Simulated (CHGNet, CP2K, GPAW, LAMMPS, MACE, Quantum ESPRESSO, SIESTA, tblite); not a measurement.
**Other levels on glassy 67P2O5-20BaO-13Al2O3 (mol %) (86 atoms)**

Density of this cell: 2.81 g/cm³. The cell holds 86 atoms: 20 P, 3 Ba, 4 Al and 59 O. Cell: a = 10.717 Å, b = 10.717 Å, c = 10.717 Å, α = 90.0°, β = 90.0°, γ = 90.0°. 86 atoms (20 P, 3 Ba, 4 Al, 59 O) placed at random at 2.81 g/cm³, melted at 4000 K for 10 ps at fixed volume with the Morse and Coulomb pair potential with partial charges (Pedone, Malavasi, Menziani, Cormack and Segre, J. Phys. Chem. B 110, 11780 (2006)). Quenched from 4000 K to 300 K at 20 K/ps and fixed volume, held 10 ps at zero pressure, then minimised at fixed cell.

Geometry: as built.

The reference, a calculation:

| Item | Value |
| --- | --- |
| method | Kohn-Sham DFT, PBE, SSSP efficiency 1.3.0 pseudopotentials, plane waves (Quantum ESPRESSO 7.5); sssp-pbe-1.3.0-efficiency, cutoffs 60/480 Ry, Γ point |
| r.m.s. force component | 1.237 eV/Å |
| longest force | 5.06 eV/Å |
| pressure | 3.063 GPa |
| gap (highest filled to lowest empty level) | 1.303 eV |
| time | 10 min on 2 MPI ranks of Arm Neoverse V1, shared host |
| CPU time | 21 min |

**Question.** The same geometry is run in other programs. How far does each lie from the reference, and what does it cost?
- CP2K PBE, DZVP-MOLOPT-SR, 600/50 Ry, TRS4 filter 1e-06, SCF 1e-06 (CP2K 2026.2; 4 MPI ranks)
- SIESTA PBE, DZ, shift 0.01 Ry, mesh 500 Ry (SIESTA 5.4.2; 2 MPI ranks)
- CP2K PBE, DZVP-MOLOPT-SR, 600/50 Ry, TRS4 filter 1e-03, SCF 1e-04 (CP2K 2026.2; 4 MPI ranks)
- MACE MP-0b3 medium potential (MACE MP-0b3 medium; 1 thread)
- GPAW PBE, LCAO dzp, h 0.18 Å (GPAW 26.7.0; 1 thread)
- CP2K PBE, DZVP-MOLOPT-SR, 600/50 Ry, diagonalisation (CP2K 2026.2; 4 MPI ranks)
- SIESTA PBE, DZP, shift 0.01 Ry, mesh 500 Ry (SIESTA 5.4.2; 2 MPI ranks)
- MACE MP-0b2 small potential (MACE MP-0b2 small; 1 thread)
- GPAW PBE, LCAO dzp, h 0.18 Å, other mixer settings (GPAW 26.7.0; 2 MPI ranks)
- CP2K PBE, DZVP-MOLOPT-SR, 300/50 Ry, diagonalisation (CP2K 2026.2; 2 threads)

Differences are against the plane-wave reference, forces as r.m.s. over components; share is that over the reference's r.m.s. force, slope the least-squares factor from reference forces to these. Total energies of different programs have different zeros and aren't compared.

| run | Δ force, r.m.s. (meV/Å) | share (%) | slope | Δ pressure (GPa) | Δ gap (eV) | cores | CPU time | memory (GiB) |
| --- | --- | --- | --- | --- | --- | --- | --- | --- |
| reference | - | - | - | - | - | 2 | 21 min | 3.7 |
| CP2K PBE, DZVP-MOLOPT-SR, 600/50 Ry, TRS4 filter 1e-06, SCF 1e-06 | 215 | 17.4 | 1.094 | 0.567 | - | 4 | 3.5 min | 3.0 |
| SIESTA PBE, DZ, shift 0.01 Ry, mesh 500 Ry (coarse) | 2160 | 175 | 1.357 | 24.3 | - | 2 | 2.7 min | 1.4 |
| CP2K PBE, DZVP-MOLOPT-SR, 600/50 Ry, TRS4 filter 1e-03, SCF 1e-04 (coarse) | 884 | 71.5 | 1.048 | 1.87 | - | 4 | 2.2 min | 3.0 |
| MACE MP-0b3 medium potential | 325 | 26.3 | 0.835 | -1.10 | - | 1 | 8.9 s | 1.0 |
| GPAW PBE, LCAO dzp, h 0.18 Å | 468 | 37.8 | 1.170 | - | -0.409 | 1 | 2.6 min | 1.5 |
| CP2K PBE, DZVP-MOLOPT-SR, 600/50 Ry, diagonalisation | 182 | 14.7 | 1.084 | 0.458 | -0.518 | 4 | 4.7 min | 5.0 |
| SIESTA PBE, DZP, shift 0.01 Ry, mesh 500 Ry | 262 | 21.2 | 1.141 | 2.06 | -0.594 | 2 | 5 min | 2.0 |
| MACE MP-0b2 small potential | 347 | 28.1 | 0.808 | -1.01 | - | 1 | 7.3 s | 0.67 |
| GPAW PBE, LCAO dzp, h 0.18 Å, other mixer settings | 468 | 37.8 | 1.171 | - | -0.41 | 2 | 3.8 min | 1.7 |
| CP2K PBE, DZVP-MOLOPT-SR, 300/50 Ry, diagonalisation (coarse) | 199 | 16.1 | 1.082 | 0.542 | -0.518 | 2 | 3.1 min | 1.7 |

Rows marked coarse were listed beforehand as settings not expected to be converged; some can still land near the reference.

Times of the machine-learned potentials are mostly Python's start and the loading of weights.

CPU time is summed over cores on a shared host, where runs went side by side, so it is rough. Symmetry, cutoffs, thresholds, outputs and thread counts weren't matched or tuned between programs; memory under MPI is the largest rank's times the ranks.

The PBE runs in local orbitals, coarse settings apart, differ by 15 % (CP2K PBE, DZVP-MOLOPT-SR, 600/50 Ry, diagonalisation) to 38 % (GPAW PBE, LCAO dzp, h 0.18 Å, other mixer settings); basis, grid and potentials can all enter. Machine-learned potentials differ by 26 % (MACE MP-0b3 medium potential) to 28 % (MACE MP-0b2 small potential); they were trained on other programs' data. Among those trained on PBE data the slope goes as low as 0.81, which softening far from their training structures can give, though the reference's k-sampling is untested too. Runs with settings chosen to be coarse differ by 16 % (CP2K PBE, DZVP-MOLOPT-SR, 300/50 Ry, diagonalisation) to 175 % (SIESTA PBE, DZ, shift 0.01 Ry, mesh 500 Ry), their programs' other errors included. Of the electronic-structure runs that take under half the reference's CPU time, CP2K PBE, DZVP-MOLOPT-SR, 600/50 Ry, diagonalisation comes nearest, at 15 % in 4.7 min against 21 min. Machine-learned potentials mimic data converged in k, so the reference's own k-point error enters their differences. The network of bonds at the start is that of the classical potential that made the cell, and needn't be the one that DFT or experiment would give. The electronic-structure runs sample only Γ, in a cell whose shortest periodic width is 11 Å.

[Hosts, paths, dates, database ids (printed as entryN), source tags and the programs' standing remarks are cut or masked in the printed files.]
